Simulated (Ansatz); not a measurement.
# Changed inputs in constrained RPA: ReBr2 (1T sheet)

What does U in ReBr2 (1T sheet) depend on besides the window?

Calculated with Ansatz 0.2.0; constrained RPA on PBEsol, plane waves, PAW.

Report form: the programs' logs are mostly left out.

### Step 1. Starting point

The cell holds 3 atoms: 1 Re and 2 Br. Cell: a = 3.776 Å, b = 3.776 Å, c = 30.253 Å, α = 90.0°, β = 90.0°, γ = 120.0°. Vacuum lies along c.

The structure was relaxed with PBEsol. The structure was generated from a model, not taken from a measurement. The runs that relaxed it are not among those shown. The program's search for lower electronic states was switched off, so nothing shows that the state found is the lowest. Spin-orbit coupling is left out unless a step names it. The default PAW set here is soft_2. Its files were made with PBE. The Coulomb interaction is cut off across the vacuum.

### Step 2. Base: Re t2g, bands v3 to v1, 6×6×1 mesh, medium accuracy

Constrained RPA screens the interaction with every transition except those inside the target bands, which a later many-body model would treat itself.

Contents of input.yaml:

```yaml
crystal:
  lattice:
    - [0.0, 2.67022749, 2.67022749]
    - [2.67022749, -2.67022749, 0.0]
    - [17.46662, 17.46662, -17.46662]
  atoms:
    - { symbol: Re, position: [0.0, 0.0, 0.3177617107] }
    - { symbol: Br, position: [0.3333333333, 0.6666666667, 0.3603084514] }
    - { symbol: Br, position: [0.6666666667, 0.3333333333, 0.27521497] }
  periodic: [true, true, false]
kpoints:
  mp_grid: { grid: [6, 6, 1] }
hamiltonian:
  xc: pbesol
scf:
  occupations: { method: gaussian, width: 0.08 }
  n_extra_bands: 19
  max_iter: 150
  lower_state_search: "off"
output:
  crpa:
    kmesh: [6, 6, 1]
    target_bands: [v3, v1]
    projections: [{ species: Re, l: d, shell: 5, orbitals: [dxz, dyz, dxy] }]
  local_orbitals:
    kmesh: [12, 12, 1]
    orbitals: [{ species: Re, l: d, shell: 5, orbitals: [dxz, dyz, dxy] }]
    window: { bands: [v3, v1] }
    seedname: lo
```

Started as:

```bash
$ ansatz run input.yaml --threads 4 --pin off --max-ram 14745MiB --backend cpu --events-out ev --progress --plain --runs-dir out
```

The job ended after 1.8 min (4 threads of Arm Neoverse V2, shared host; peak memory 1.8 GiB; 7.1 min of CPU time).

This step gave:

- U: 2.824 eV
- U prime (inter-orbital): 2.249 eV
- J: 0.2593 eV
- bare V: 10.58 eV
- bare J: 0.3921 eV
- stated bound on U: 0.006862 eV
- U over bare V: 0.2671
- electrons in the window: 5.000
- head of the constrained inverse dielectric matrix: 0.6150
- least eigenvalue of the projection's overlap: 0.7027
- target functions: 3
- bands in the sums: 30
- r.m.s. miss of the model bands: 3.54e-4 eV
- width of the target bands: 1.589 eV
- weight of the projected orbitals in the window: 0.8656

On the Re t2g shell, screening brings the on-site interaction from 10.6 eV down to U = 2.82 eV.

### Step 3. Changed: 3×3×1 mesh

input.yaml, as its differences from that of step 2:

```diff
@@ -21,9 +21,4 @@
   crpa:
-    kmesh: [6, 6, 1]
+    kmesh: [3, 3, 1]
     target_bands: [v3, v1]
     projections: [{ species: Re, l: d, shell: 5, orbitals: [dxz, dyz, dxy] }]
-  local_orbitals:
-    kmesh: [12, 12, 1]
-    orbitals: [{ species: Re, l: d, shell: 5, orbitals: [dxz, dyz, dxy] }]
-    window: { bands: [v3, v1] }
-    seedname: lo
```

Wall time 29 s (4 threads); peak memory 1.7 GiB; 1.8 min of CPU time.

This step gave:

```
U                                                 : 2.862 eV
U prime (inter-orbital)                           : 2.266 eV
J                                                 : 0.2665 eV
bare V                                            : 10.89 eV
bare J                                            : 0.4011 eV
stated bound on U                                 : 0.007135 eV
U over bare V                                     : 0.2628
electrons in the window                           : 5.000
head of the constrained inverse dielectric matrix : 0.5737
least eigenvalue of the projection's overlap      : 0.7027
target functions                                  : 3
bands in the sums                                 : 30
width of the target bands                         : 1.589 eV
weight of the projected orbitals in the window    : 0.8656
```

On the Re t2g shell, screening brings the on-site interaction from 10.9 eV down to U = 2.86 eV.

### Step 4. Changed: sums over states

input.yaml, as its differences from that of step 3:

```diff
@@ -21,4 +21,7 @@
   crpa:
-    kmesh: [3, 3, 1]
+    kmesh: [6, 6, 1]
     target_bands: [v3, v1]
     projections: [{ species: Re, l: d, shell: 5, orbitals: [dxz, dyz, dxy] }]
+    accuracy: sum_over_states
+    n_empty_bands: 60
+    ecut_chi: 70
```

Elapsed: 12 s, on 4 threads; peak memory 0.93 GiB.

This variant gives U = 2.88 eV against 2.82 eV. It is a finite sum over empty states with no bound on its error and stays out of the table below.

### Step 5. Changed: accuracy high

input.yaml, as its differences from that of step 4:

```diff
@@ -24,4 +24,2 @@
     projections: [{ species: Re, l: d, shell: 5, orbitals: [dxz, dyz, dxy] }]
-    accuracy: sum_over_states
-    n_empty_bands: 60
-    ecut_chi: 70
+    accuracy: high
```

The job ended after 2.8 min (4 threads; peak memory 2 GiB; 11 min of CPU time).

This step gave:

- U: 2.825 eV
- U prime (inter-orbital): 2.250 eV
- J: 0.2594 eV
- bare V: 10.58 eV
- bare J: 0.3921 eV
- stated bound on U: 4.41e-4 eV
- U over bare V: 0.2672
- electrons in the window: 5.000
- head of the constrained inverse dielectric matrix: 0.6150
- least eigenvalue of the projection's overlap: 0.7027
- target functions: 3
- bands in the sums: 30
- width of the target bands: 1.589 eV
- weight of the projected orbitals in the window: 0.8656

On the Re t2g shell, screening brings the on-site interaction from 10.6 eV down to U = 2.83 eV.

### Step 6. Changed: spin-orbit coupling, which the program doesn't serve

This step: constrained RPA on PBEsol with spin-orbit coupling, plane waves, PAW.

input.yaml, as its differences from that of step 5:

```diff
@@ -19,2 +19,5 @@
   lower_state_search: "off"
+magnetization:
+  noncollinear: true
+  spin_orbit: true
 output:
@@ -24,2 +27 @@
     projections: [{ species: Re, l: d, shell: 5, orbitals: [dxz, dyz, dxy] }]
-    accuracy: high
```

The job ended after 0.02 s (4 threads; peak memory 0.033 GiB).

The program refused the input before any cycle.

The program's message: “Error: output.crpa with magnetization.noncollinear: true — the cRPA pipeline runs scalar-band solve channels only (unpolarised or collinear) — spinor oscillator elements are not implemented; use a col …”

The fault put into this input: spin-orbit coupling, which the program doesn't serve.

### Step 7. Changed: potentials

This step: constrained RPA on PBEsol, plane waves, PAW.

input.yaml, as its differences from that of step 6:

```diff
@@ -14,2 +14,3 @@
   xc: pbesol
+  pseudopotentials: { kind: paw, source: ansatz }
 scf:
@@ -19,5 +20,2 @@
   lower_state_search: "off"
-magnetization:
-  noncollinear: true
-  spin_orbit: true
 output:
```

The job ended after 6.9 min (4 threads; peak memory 4.3 GiB; 26 min of CPU time).

Numbers from this step:

```yaml
u: 2.826 eV
u_prime_inter_orbital: 2.251 eV
j: 0.2590 eV
bare_v: 10.58 eV
bare_j: 0.3921 eV
stated_bound_on_u: 0.006670 eV
u_over_bare_v: 0.2671
electrons_in_the_window: 5.000
head_of_the_constrained_inverse_dielectric_matrix: 0.6156
least_eigenvalue_of_the_projection_s_overlap: 0.7023
target_functions: 3
bands_in_the_sums: 64
width_of_the_target_bands: 1.590 eV
weight_of_the_projected_orbitals_in_the_window: 0.8678
```

On the Re t2g shell, screening brings the on-site interaction from 10.6 eV down to U = 2.83 eV.

### Step 8. Changed: r2SCAN

This step: constrained RPA on r2SCAN, plane waves, PAW.

input.yaml, as its differences from that of step 7:

```diff
@@ -13,4 +13,3 @@
 hamiltonian:
-  xc: pbesol
-  pseudopotentials: { kind: paw, source: ansatz }
+  xc: r2scan
 scf:
```

The job ended after 2.3 min (4 threads; peak memory 2.9 GiB; 8.8 min of CPU time).

Numbers from this step:

```yaml
u: 3.287 eV
u_prime_inter_orbital: 2.669 eV
j: 0.2813 eV
bare_v: 10.96 eV
bare_j: 0.4151 eV
stated_bound_on_u: 0.01011 eV
u_over_bare_v: 0.2998
electrons_in_the_window: 5.000
head_of_the_constrained_inverse_dielectric_matrix: 0.6585
least_eigenvalue_of_the_projection_s_overlap: 0.7208
target_functions: 3
bands_in_the_sums: 30
width_of_the_target_bands: 1.579 eV
weight_of_the_projected_orbitals_in_the_window: 0.8736
```

On the Re t2g shell, screening brings the on-site interaction from 11.0 eV down to U = 3.29 eV.

### Step 9. Side by side

Times are wall times on 4 threads of Arm Neoverse V2, shared host, good to a factor of about two.

```
          run  bare V (eV)  U (eV)  J (eV)  bound on U (eV)  width (eV)     time
target window        10.58   2.824   0.259           0.0069        1.59  1.8 min
   3×3×1 mesh        10.89   2.862   0.267           0.0071        1.59     29 s
accuracy high        10.58   2.825   0.259           0.0004        1.59  2.8 min
   potentials        10.58   2.826   0.259           0.0067        1.59  6.9 min
       r2SCAN        10.96   3.287   0.281           0.0101        1.58  2.3 min
```

### Step 10. Outcome

| Property | Result |
| --- | --- |
| target window | U 2.82 eV, J 0.26 eV |
| 3×3×1 mesh | U 2.86 eV, J 0.27 eV |
| accuracy high | U 2.83 eV, J 0.26 eV |
| potentials | U 2.83 eV, J 0.26 eV |
| r2SCAN | U 3.29 eV, J 0.28 eV |

**Reading.** 3×3×1 mesh moves U by +0.04 eV at 0.26 times the time. Accuracy high moves U by +0.001 eV (within the solver's bounds, for the mean over orbitals). Potentials moves U by +0.001 eV (within the solver's bounds, for the mean over orbitals) at 3.7 times the time. r2SCAN moves U by +0.46 eV. The printed bound covers the solver alone, not the mesh, and no denser mesh than the base was run. The parent state is non-magnetic and the interaction static (zero frequency); U depends on the window and the orbitals, so it belongs to this model alone. Spin-orbit coupling, which is strong for atoms this heavy, is left out.

[Paths, hosts, dates, memory and timing lines, banners, echoed tables and standing remarks are left out of the program output.]

[Logs are printed without paths, hosts, clocks, repeated set-up lines and the standing remarks that a program may print on its own settings, such as how far it seeks lower states.]

[Runs of the session that timed out or met a known fault of the program may be left out.]

[Hosts, paths, dates, database ids (printed as entryN), source tags and the programs' standing remarks are cut or masked in the printed files.]
